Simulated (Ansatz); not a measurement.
**Is RaF2 (Fm-3m) stable when the ions move?**

How do the phonons of RaF2 change with temperature at fixed cell?

Program: Ansatz 0.2.0. Level of theory: DFT PBE, scalar-relativistic, plane waves, PAW. Results are calculated unless marked as measured.

The database entry behind the starting cell is an old determination (1936), so it need not match the best structure at ambient conditions.

**1. The structure**

Symmetry: Fm-3m, No. 225, cubic system. Conventional cell: a = 6.368 Å, b = 6.368 Å, c = 6.368 Å, α = 90.00°, β = 90.00°, γ = 90.00°. Nearest to Ra lie 8 F at 2.76 Å. F has 4 Ra at 2.76 Å nearest. Farther neighbours and most contacts between anions are not listed.

Structure file:

```cif
data_structure
_symmetry_space_group_name_H-M 'Fm-3m'
_symmetry_Int_Tables_number 225
_cell_length_a 6.3680
_cell_length_b 6.3680
_cell_length_c 6.3680
_cell_angle_alpha 90.000
_cell_angle_beta 90.000
_cell_angle_gamma 90.000
_cell_volume 258.23
loop_
_atom_site_label
_atom_site_type_symbol
_atom_site_symmetry_multiplicity
_atom_site_Wyckoff_symbol
_atom_site_fract_x
_atom_site_fract_y
_atom_site_fract_z
_atom_site_occupancy
Ra1 Ra 4 a 0.00000 0.00000 0.00000 1
F1 F 8 c 0.25000 0.75000 0.75000 1
```

**2. A first coarse run**

A cheap single point shows whether the cell is a metal or an insulator and how far it is from rest; that sets the k-mesh and the occupations of what follows.

Contents of input.yaml:

```yaml
crystal:
  lattice:
    - [0.0, 3.184, 3.184]
    - [3.184, 0.0, 3.184]
    - [3.184, 3.184, 0.0]
  atoms:
    - { symbol: Ra, position: [0.0, 0.0, 0.0] }
    - { symbol: F, position: [0.25, 0.25, 0.25] }
    - { symbol: F, position: [0.75, 0.75, 0.75] }
kpoints:
  mp_grid: { grid: [6, 6, 6] }
hamiltonian:
  xc: pbe
scf:
  occupations: { method: gaussian, width: 0.1 }
output:
  forces: true
  stress: true
  eigenvalues: true
```

On the command line:

```sh
$ ansatz run input.yaml --threads 18 --pin off --max-ram 92160MiB --backend cuda --events-out ev --progress --plain --runs-dir out --max-vram 78GiB
```

Numbers of over 12 decimals in the logs are rounded to 6 here.

The program printed:

```text
Engine: ansatz 0.2.0, aarch64-unknown-linux-gnu
Pseudopotentials: kind: paw
Pseudopotential: Ra, paw, valence charge 20, recommended cutoff 540 eV (normal), Ra.paw.azcp
Pseudopotential: F, paw, valence charge 7, recommended cutoff 420 eV (normal), F.paw.azcp
Functional definition: PBE
  parameter kappa = 0.804
  parameter beta = 0.066725
  exchange = pbe_x(kappa = kappa, mu = beta*pi^2/3)
  correlation = pbe_c(beta = beta)
device memory: the entry about to start is reckoned to put 1.1 GiB on a device that reports 165.7 GiB free (of which the cap on the GPU budget leaves the run 78.0 GiB)
GPU FFT provider: cuFFT
GPU libraries: cuBLAS 13.8.1, cuFFT 12.4.0, cuSOLVER 12.3.2
GPU matrix products: emulated (plane waves: as basis.precision tells), large ones in fixed point in workspaces of 1.00 GiB
Crystal: 3 atoms, lattice volume = 64.558 Å³
Basis set: ecut = 540 eV, 1837 PW (Γ), exchange–correlation on 80×80×80 points (8 copies of the dense FFT grid, shifted against one another)
Bands: 21, of which v1, the nominal top of the filled ones, is band 17 counted from 1 (16 counted from 0)
Symmetry: 48 space group operations
Space group: Fm-3m (ITA 225), of the structure as read, at distance tolerance 4.0e-5 Å
k-points: 16 of 216
Non-local potential: Ra, projectors of the file, l = 0: 3, l = 1: 3, l = 2: 3, l = 3: 3
Non-local potential: F, projectors of the file, l = 0: 2, l = 1: 2, l = 2: 1
PAW form: soft (Blöchl's): semilocal exchange-correlation on the pseudo side does not see the compensation charge
PAW one-centre angular grid: Ra, 590 points (default); XC on 64 Gauss nodes
PAW one-centre angular grid: F, 110 points (default); XC on 64 Gauss nodes
Initial density: superposition of atomic densities (chi_scale 0.1, normalization cell, long waves kept (reshape's long-wave potential 0.00 eV rms))
Initial wavefunctions: pseudopotential atomic-orbital guess
GPU buffer pool allocated for 64000 grid points (all kernels)
GPU transforms: local potential and band sums: pruned to the plane-wave sphere, on 36×40×40
Functional: x = pbe(κ = 0.804, μ = 0.219515), c = pbe(β = 0.066725)
SCF iter   1: F=—  HF=-16988.390695 eV  |F-HF|=—  |Δ(HF+E_count)|=         —  Δρ=2.17e-1  dr2=2.91e1  ethr=3.10e-3  ⟨swp⟩=11.2  Hψ=2337  notcnv=0
preconditioner: auto → none  [insulator: Δε(μ)=2.566 eV  Ē_g=12.957 eV  σ=0.100 eV  W_gap=1.00  n_scr=14 (ndim 8)  ℏωp=21.7 eV  f_vac=0.027  D(μ)=0.00/eV (n_scr^D=0)  ε∞_Penn≈3.8]
SCF iter   2: F=—  HF=-16984.900890 eV  |F-HF|=—  |Δ(HF+E_count)|=    3.49e0  Δρ=1.81e-1  dr2=1.34e1  ethr=3.10e-3  ⟨swp⟩=5.9  Hψ=1554  notcnv=0
SCF iter   3: F=—  HF=-16980.754160 eV  |F-HF|=—  |Δ(HF+E_count)|=    4.15e0  Δρ=2.77e-2  dr2=4.61e-1  ethr=3.10e-3  ⟨swp⟩=3.9  Hψ=840  notcnv=0
SCF iter   4: F=—  HF=-16980.732136 eV  |F-HF|=—  |Δ(HF+E_count)|=   2.20e-2  Δρ=1.48e-2  dr2=9.76e-2  ethr=1.36e-3  ⟨swp⟩=2.6  Hψ=717  notcnv=0
SCF iter   5: F=—  HF=-16980.712679 eV  |F-HF|=—  |Δ(HF+E_count)|=   1.95e-2  Δρ=1.22e-3  dr2=8.58e-4  ethr=2.87e-4  ⟨swp⟩=2.0  Hψ=622  notcnv=0
SCF iter   6: F=—  HF=-16980.713395 eV  |F-HF|=—  |Δ(HF+E_count)|=   7.16e-4  Δρ=3.10e-4  dr2=4.79e-5  ethr=2.52e-6  ⟨swp⟩=2.1  Hψ=517  notcnv=0
SCF iter   7: F=—  HF=-16980.713558 eV  |F-HF|=—  |Δ(HF+E_count)|=   1.63e-4  Δρ=9.25e-5  dr2=5.69e-6  ethr=1.41e-7  ⟨swp⟩=2.4  Hψ=500  notcnv=0
SCF iter   8: F=—  HF=-16980.713558 eV  |F-HF|=—  |Δ(HF+E_count)|=   8.79e-7  Δρ=3.04e-5  dr2=6.15e-7  ethr=1.67e-8  ⟨swp⟩=2.0  Hψ=432  notcnv=0
SCF iter   9: F=-16980.713557 eV  HF=-16980.713557 eV  |F-HF|=1.33e-8  |Δ(HF+E_count)|=   1.52e-7  Δρ=4.81e-6  dr2=1.54e-8  ethr=2.94e-10  ⟨swp⟩=8.6  Hψ=1930  notcnv=0
SCF 1 converged in 9 iterations: F = -16980.713557 eV  dr2 = 1.54e-8
  greatest PAW one-centre occupation: 0.994 electrons in one spin orbital (limit 2), on the Ra atom at site 0 (counted from 0), in its partial waves of l = 2
SCF converged after 9 iterations
Free energy (F): -16980.713557 eV
Harris-Foulkes:  -16980.713557 eV  (|F-HF|=1.33e-8)
Internal energy: -16980.713557 eV  (E = F + TS)
E sigma→0 (E₀):  -16980.713557 eV
Fermi energy:    7.807384 eV
--- Per-component energies (eV) ---
  E_band       = -595.891116
  E_kinetic    = 740.464066
  E_local      = -4095.449778  (includes V_loc(G=0)·N_el)
  E_nonlocal   = 632.468403
  E_hartree    = 1541.443522
  E_xc         = -760.426334
  E_vxc        = -402.442800  (∫ρ·V_xc dr)
  E_paw        = -11829.211755  (= ΣΔE_a)
  E_vpaw       = -553.815217  (= ΣTr[D̂ρ^β])
  E_aug_tail   = 0.001388  (compensation charges beyond the density's cutoff)
  E_ewald      = -3210.003068
  E_smearing   = -0.000000  (= −TS)
  E_closure    = 0.000000  (closes the sum)
  Σ components = -16980.713557   (vs F -16980.713557, Δ=0.00e0)
--- Forces (eV/Å), atoms counted from 1 ---
  atom   1  Ra     0.00000000     0.00000000    -0.00000000
  atom   2  F      0.00000000    -0.00000000     0.00000000
  atom   3  F      0.00000000     0.00000000     0.00000000
  max |Σ_I F_I| component: 2.31e-17 eV/Å
--- Stress (GPa, compression-positive) ---
        1.873593      -0.000000       0.000000
        0.000000       1.873593       0.000000
       -0.000000      -0.000000       1.873593
  P = ⅓ Tr σ = 1.8736 GPa (18.736 kbar)
--- Band table (eV; the first three rows and the last of 16) ---
  k-point 0: bands = [... 13 lower, 3.3369, 4.6165, 4.6165, 4.6165, 10.8511, 14.5924, 14.5924, 16.7046]
  k-point 1: bands = [... 13 lower, 3.6222, 4.4260, 4.6093, 4.6093, 11.5184, 14.4940, 14.4940, 16.2893]
  k-point 2: bands = [... 13 lower, 4.0736, 4.2493, 4.6255, 4.6255, 12.8262, 14.3961, 14.3961, 15.1614]
  k-point 15: bands = [... 13 lower, 4.4114, 4.4415, 4.5017, 4.5693, 12.2295, 14.6034, 15.2936, 15.8663]
```

Elapsed: 0.9 s, on 1 × NVIDIA GB200 with 18 threads of Arm Neoverse V2, shared host; peak memory 1.2 GiB.

This step gave:

```
pressure          : 1.874 GPa
gap on the k-mesh : 6.093 eV
volume per atom   : 21.52 Å³/atom
```

The start is under 1.9 GPa at this level and looks like an insulator or semiconductor on this mesh.

**3. Single point at the given cell, occupations Gaussian, smearing width 0.02 eV**

The cell is kept at the size of the database entry and symmetry fixes every atom, so there is nothing to relax; the run only refines mesh or occupations.

input.yaml, as its differences from that of step 2:

```diff
@@ -14,3 +14,3 @@
 scf:
-  occupations: { method: gaussian, width: 0.1 }
+  occupations: { method: gaussian, width: 0.02 }
 output:
```

The program printed:

```text
[...]
GPU FFT provider: cuFFT
GPU libraries: cuBLAS 13.8.1, cuFFT 12.4.0, cuSOLVER 12.3.2
[...]
Crystal: 3 atoms, lattice volume = 64.558 Å³
Basis set: ecut = 540 eV, 1837 PW (Γ), exchange–correlation on 80×80×80 points (8 copies of the dense FFT grid, shifted against one another)
Bands: 21, of which v1, the nominal top of the filled ones, is band 17 counted from 1 (16 counted from 0)
Symmetry: 48 space group operations
[...]
k-points: 16 of 216
[...]
GPU buffer pool allocated for 64000 grid points (all kernels)
[...]
SCF iter   1: F=—  HF=-16988.390792 eV  |F-HF|=—  |Δ(HF+E_count)|=         —  Δρ=2.17e-1  dr2=2.91e1  ethr=3.10e-3  ⟨swp⟩=12.4  Hψ=2600  notcnv=0
[...]
SCF iter   9: F=-16980.713557 eV  HF=-16980.713557 eV  |F-HF|=1.19e-8  |Δ(HF+E_count)|=   1.45e-7  Δρ=4.50e-6  dr2=1.39e-8  ethr=2.94e-10  ⟨swp⟩=8.4  Hψ=1882  notcnv=0
SCF 1 converged in 9 iterations: F = -16980.713557 eV  dr2 = 1.39e-8
[...]
SCF converged after 9 iterations
Free energy (F): -16980.713557 eV
[...]
Internal energy: -16980.713557 eV  (E = F + TS)
E sigma→0 (E₀):  -16980.713557 eV
Fermi energy:    7.804756 eV
[...]
--- Stress (GPa, compression-positive) ---
        1.873582      -0.000000       0.000000
       -0.000000       1.873582      -0.000000
        0.000000       0.000000       1.873582
  P = ⅓ Tr σ = 1.8736 GPa (18.736 kbar)
--- Band table (eV; the first three rows and the last of 16) ---
  k-point 0: bands = [... 13 lower, 3.3369, 4.6165, 4.6165, 4.6165, 10.8511, 14.5924, 14.5924, 16.7046]
  k-point 1: bands = [... 13 lower, 3.6222, 4.4260, 4.6093, 4.6093, 11.5184, 14.4940, 14.4940, 16.2893]
  k-point 2: bands = [... 13 lower, 4.0736, 4.2493, 4.6255, 4.6255, 12.8262, 14.3961, 14.3961, 15.1614]
  k-point 15: bands = [... 13 lower, 4.4114, 4.4415, 4.5018, 4.5693, 12.2295, 14.6034, 15.2936, 15.8663]
```

Elapsed: 0.9 s, on 1 × NVIDIA GB200 with 18 threads; peak memory 1.2 GiB.

The static pressure at this volume is 1.9 GPa, so this functional's own equilibrium cell is larger.

**4. The given cell once more, occupations fixed**

The cell is kept at the size of the database entry and symmetry fixes every atom, so there is nothing to relax; the run only refines mesh or occupations.

input.yaml, as its differences from that of step 3:

```diff
@@ -14,3 +14,3 @@
 scf:
-  occupations: { method: gaussian, width: 0.02 }
+  occupations: { method: fixed }
 output:
```

The program printed:

```text
[...]
GPU FFT provider: cuFFT
GPU libraries: cuBLAS 13.8.1, cuFFT 12.4.0, cuSOLVER 12.3.2
[...]
Crystal: 3 atoms, lattice volume = 64.558 Å³
Basis set: ecut = 540 eV, 1837 PW (Γ), exchange–correlation on 80×80×80 points (8 copies of the dense FFT grid, shifted against one another)
Bands: 21, of which v1, the nominal top of the filled ones, is band 17 counted from 1 (16 counted from 0)
Symmetry: 48 space group operations
[...]
k-points: 16 of 216
[...]
GPU buffer pool allocated for 64000 grid points (all kernels)
[...]
SCF iter   1: F=—  HF=-16988.390418 eV  |F-HF|=—  |Δ(HF+E_count)|=         —  Δρ=2.17e-1  dr2=2.90e1  ethr=3.10e-3  ⟨swp⟩=6.1  Hψ=1965  notcnv=0  defer=23
[...]
SCF iter   9: F=-16980.713557 eV  HF=-16980.713557 eV  |F-HF|=1.20e-8  |Δ(HF+E_count)|=   1.49e-7  Δρ=4.55e-6  dr2=1.40e-8  ethr=2.94e-10  ⟨swp⟩=10.8  Hψ=2448  notcnv=0
SCF 1 converged in 9 iterations: F = -16980.713557 eV  dr2 = 1.40e-8
[...]
SCF converged after 9 iterations
Free energy (F): -16980.713557 eV
[...]
Internal energy: -16980.713557 eV  (E = F + TS)
E sigma→0 (E₀):  -16980.713557 eV
Fermi energy:    4.758195 eV
[...]
--- Stress (GPa, compression-positive) ---
        1.873592      -0.000000      -0.000000
       -0.000000       1.873592       0.000000
       -0.000000      -0.000000       1.873592
  P = ⅓ Tr σ = 1.8736 GPa (18.736 kbar)
--- Band table (eV; the first three rows and the last of 16) ---
  k-point 0: bands = [... 13 lower, 3.3369, 4.6165, 4.6165, 4.6165, 10.8511, 14.5924, 14.5924, 16.7046]
  k-point 1: bands = [... 13 lower, 3.6222, 4.4260, 4.6093, 4.6093, 11.5184, 14.4940, 14.4940, 16.2893]
  k-point 2: bands = [... 13 lower, 4.0736, 4.2493, 4.6255, 4.6255, 12.8262, 14.3961, 14.3961, 15.1614]
  k-point 15: bands = [... 13 lower, 4.4114, 4.4415, 4.5018, 4.5693, 12.2295, 14.6034, 15.2936, 15.8663]
```

The job ended after 0.99 s (1 × NVIDIA GB200 with 18 threads; peak memory 1.1 GiB).

The static pressure at this volume is 1.9 GPa, so this functional's own equilibrium cell is larger.

**5. Sampling the crystal at temperature**

Displacements are drawn from a Gaussian whose width depends on temperature, the forces on them update the Gaussian until it is self-consistent, and the free energy's curvature decides stability.

input.yaml, the sections that differ from step 4:

```yaml
output:
  stress: true
  eigenvalues: true
phonons:
  method: fd
  dielectric: false
  supercell: [3, 3, 3]
  temperatures: { t_max: 400, t_step: 50 }
  qpath:
    path:
      - [[0.0, 0.0, 0.0], [0.5, 0.0, 0.5], [0.5, 0.25, 0.75], [0.375, 0.375, 0.75], [0.0, 0.0, 0.0], [0.5, 0.5, 0.5], [0.625, 0.25, 0.625], [0.5, 0.25, 0.75], [0.5, 0.5, 0.5], [0.375, 0.375, 0.75]]
      - [[0.625, 0.25, 0.625], [0.5, 0.0, 0.5]]
    npoints: 10
  self_consistent:
    temperatures: [0.0, 100.0, 300.0, 800.0]
    max_frames: 128
    max_frequency_error: 2.0
# crystal, kpoints, hamiltonian, scf: as in step 4
```

The program printed:

```text
[...]
Crystal: 81 atoms, lattice volume = 1743.062 Å³
Basis set: ecut = 540 eV, 49757 PW (Γ), exchange–correlation on 240×240×240 points (8 copies of the dense FFT grid, shifted against one another)
Bands: 551, of which v1, the nominal top of the filled ones, is band 459 counted from 1 (458 counted from 0)
Symmetry: 1296 space group operations
k-points: 3 of 8
[...]
SCF iter   1: F=—  HF=-458479.266050 eV  |F-HF|=—  |Δ(HF+E_count)|=         —  Δρ=2.46e-8  dr2=3.79e-12  ethr=1.00e-12  ⟨swp⟩=3.0  Hψ=4087  notcnv=0
[...]
SCF iter   2: F=-458479.266050 eV  HF=-458479.266050 eV  |F-HF|=0.00e0  |Δ(HF+E_count)|=  5.82e-11  Δρ=9.89e-9  dr2=6.32e-13  ethr=1.00e-12  ⟨swp⟩=2.0  Hψ=3042  notcnv=0
SCF 1 converged in 2 iterations: F = -458479.266050 eV  dr2 = 6.32e-13
[...]
Symmetry: 8 space group operations
k-points: 4 of 8
[...]
iter 1 solved again at ethr=8.88e-9 eV; its pass at ethr=3.10e-3 eV (dr2=8.15e-5 eV) is discarded
[...]
SCF iter   2: F=—  HF=-458479.266032 eV  |F-HF|=—  |Δ(HF+E_count)|=   1.44e-6  Δρ=2.76e-5  dr2=1.10e-5  ethr=8.88e-9  ⟨swp⟩=2.0  Hψ=3623  notcnv=0  defer=215
[...]
SCF iter   9: F=-458479.266030 eV  HF=-458479.266030 eV  |F-HF|=5.82e-11  |Δ(HF+E_count)|=  1.16e-10  Δρ=9.72e-9  dr2=1.16e-12  ethr=1.00e-12  ⟨swp⟩=4.0  Hψ=8250  notcnv=0
SCF 2 converged in 9 iterations: F = -458479.266030 eV  dr2 = 1.16e-12
[...]
SCF iter   8: F=-458479.266041 eV  HF=-458479.266041 eV  |F-HF|=1.75e-10  |Δ(HF+E_count)|=  4.07e-10  Δρ=1.65e-8  dr2=3.25e-12  ethr=1.00e-12  ⟨swp⟩=5.8  Hψ=11283  notcnv=0
SCF 3 converged in 8 iterations: F = -458479.266041 eV  dr2 = 3.25e-12
[...]
── the supercell at rest and the probe, ahead of the frames of phonons at temperature ──
[...]
SCF iter   1: F=—  HF=-458686.538223 eV  |F-HF|=—  |Δ(HF+E_count)|=         —  Δρ=2.18e-1  dr2=7.86e2  ethr=3.10e-3  ⟨swp⟩=4.4  Hψ=14333  notcnv=0  defer=718
[...]
SCF iter   2: F=—  HF=-458515.276016 eV  |F-HF|=—  |Δ(HF+E_count)|=    1.71e2  Δρ=9.70e-2  dr2=1.08e2  ethr=3.10e-3  ⟨swp⟩=3.6  Hψ=10533  notcnv=0  defer=691
[...]
178.47      181.64 ±  0.03      179.49 ±  0.05
           208.36      210.67 ±  0.05      209.07 ±  0.31
           215.90      218.36 ±  0.03      216.43 ±  0.50
           215.90      218.36 ±  0.03      216.43 ±  0.50
[...]
156.60      162.82 ±  0.09      152.13 ±  0.18
           172.52      178.90 ±  0.07      168.71 ±  0.15
           186.42      191.62 ±  0.12      181.31 ±  0.30
           201.99      209.04 ±  0.06      201.01 ±  0.08
           223.92      229.26 ±  0.04      222.18 ±  0.53
           287.30      291.79 ±  0.12      281.26 ±  0.77
  at 800 K
    the largest error of a frequency is 0.11 times what was asked for; the fitted model misses 2.4 % of the forces, every mode counted alike and far frames for less, of frames that it was not fitted to; the frames count as 12.1 of this Gaussian
    softest of the free energy's second derivatives: 40.31 ± 0.06 cm⁻¹ at q 0.0000 0.6667 0.0000; not told ahead of this temperature's last population
    the crystal stands in this phase at this temperature, as far as these wave vectors tell
    the ions' mean positions are those at rest
    free energy -16981.520813 ± 0.000107 eV a cell, of which vibrations -0.807256; entropy 170.478 ± 0.021 J/(mol·K) of cells
      by the supercell's own 240 modes alone, which lack the rigid motions: not to be laid beside figures on a mesh. There are none: the force constants hold no dipole–dipole term between the supercell's wave vectors
      the supercell's own free energy is the best Gaussian's, an upper bound on the crystal's: what lies beyond it on the fitted surface stands below, to be added
    pressure 4.0175 ± 0.0119 GPa; at rest 1.8737, so that the ions' motion makes +2.1438
      stress (GPa, positive in compression): xx 4.0175 ± 0.0119, yy 4.0175 ± 0.0119, zz 4.0175 ± 0.0119, yz 0.0000 ± 0.0000, xz -0.0000 ± 0.0000, xy 0.0000 ± 0.0000
[...]
beyond the Gaussian, in the hollow that it stands in and those that the ions reach from there, by exact statistics on the surface that is fitted to the frames (rings of 2 beads):
      in doubt beyond its ±: 0.52 ± 0.10 % of the trajectories left the reach of the fitted surface, and 0.00 % of the rings stand where its energy is uncertain
      8 configuration(s) of the rings are solved and fitted beside the frames
      free energy -0.021676 ± 0.003515 eV a cell
      leaving out a pair of frames, or group of many, changes the fitted energy by up to 0.05 k_B T, T the rings' temperature (one standard deviation); of these ± those of the frequencies lack the bias that few frames leave, and those of the mean squares the mean places' part of it
      pressure +0.2037 ± 0.0124 GPa; with it, by the rings' own mean, 4.2231 ± 0.0164, so that the ions' motion makes +2.3494: by the supercell's own 240 modes alone, as the Gaussian's
      mean square displacement, over the three axes, of site 2 from 0, F, the most changed: 0.11527 ± 0.00097 Å², of which +0.02358 beyond the Gaussian's
      softest frequency by how far the rings' centres move (above zero always: no sign of whether the crystal stands): 39.78 ± 0.11 cm⁻¹ at q 0.0000 0.0000 0.6667
    frequencies (cm⁻¹; below zero: imaginary; ±: error) of the harmonic crystal, of the Gaussian, of the free energy's second derivatives, each in its own ascending order
      q 0.0000 0.0000 0.0000
           167.83      182.74 ±  0.20      158.49 ±  0.49
           167.83      182.74 ±  0.20      158.49 ±  0.49
           167.83      182.74 ±  0.20      158.49 ±  0.49
           229.97      241.30 ±  0.47      220.04 ±  0.89
           229.97      241.30 ±  0.47      220.04 ±  0.89
           229.97      241.30 ±  0.47      220.04 ±  0.89
      q 0.0000 0.0000 0.3333, and 7 like it
            43.07       41.69 ±  0.05       40.31 ±  0.06
            43.07       41.69 ±  0.05       40.31 ±  0.06
            96.22      100.16 ±  0.10       93.42 ±  0.17
           178.47      194.19 ±  0.16      170.82 ±  0.28
           178.47      194.19 ±  0.16      170.82 ±  0.28
           208.36      220.73 ±  0.24      202.63 ±  0.68
           215.90      227.76 ±  0.17      206.64 ±  0.34
           215.90      227.76 ±  0.17      206.64 ±  0.34
           286.39      294.39 ±  0.19      273.48 ±  6.16
      q 0.0000 0.3333 0.3333, and 5 like it
            58.19       57.78 ±  0.04       55.03 ±  0.05
            58.19       57.78 ±  0.04       55.03 ±  0.05
           102.16      104.84 ±  0.12       98.46 ±  0.36
           167.91      181.32 ±  0.17      155.75 ±  0.58
           167.91      181.32 ±  0.17      155.75 ±  0.58
           172.18      185.89 ±  0.38      161.58 ±  1.07
           217.81      232.02 ±  0.09      213.59 ±  0.28
           217.81      232.02 ±  0.09      213.59 ±  0.28
           305.37      314.70 ±  0.42      295.41 ±  1.72
      q 0.0000 0.3333 0.6667, and 11 like it
            61.60       61.16 ±  0.09       58.41 ±  0.14
            95.91       97.67 ±  0.06       91.08 ±  0.17
            96.29       99.03 ±  0.06       92.74 ±  0.09
           156.60      170.03 ±  0.21      144.53 ±  0.38
           172.52      187.13 ±  0.21      163.06 ±  0.43
           186.42      198.04 ±  0.17      173.79 ±  0.49
           201.99      217.90 ±  0.15      198.40 ±  0.87
           223.92      236.61 ±  0.23      219.60 ±  0.42
           287.30      297.37 ±  0.14      273.69 ±  1.10
```

Elapsed: 12 min, on 1 × NVIDIA GB200 with 18 threads; peak memory 5.3 GiB.

Numbers from this step:

* point group: m-3m
* frames solved: 48
* pressure of the lattice at rest: 1.874 GPa

(Continued in part 2 of 2.)

[Logs are printed without paths, hosts, clocks, repeated set-up lines and the standing remarks that a program may print on its own settings, such as how far it seeks lower states.]

[Hosts, paths, dates, database ids (printed as entryN), source tags and the programs' standing remarks are cut or masked in the printed files.]

[A step with changed settings may run another functional than the one named; its input shows which.]
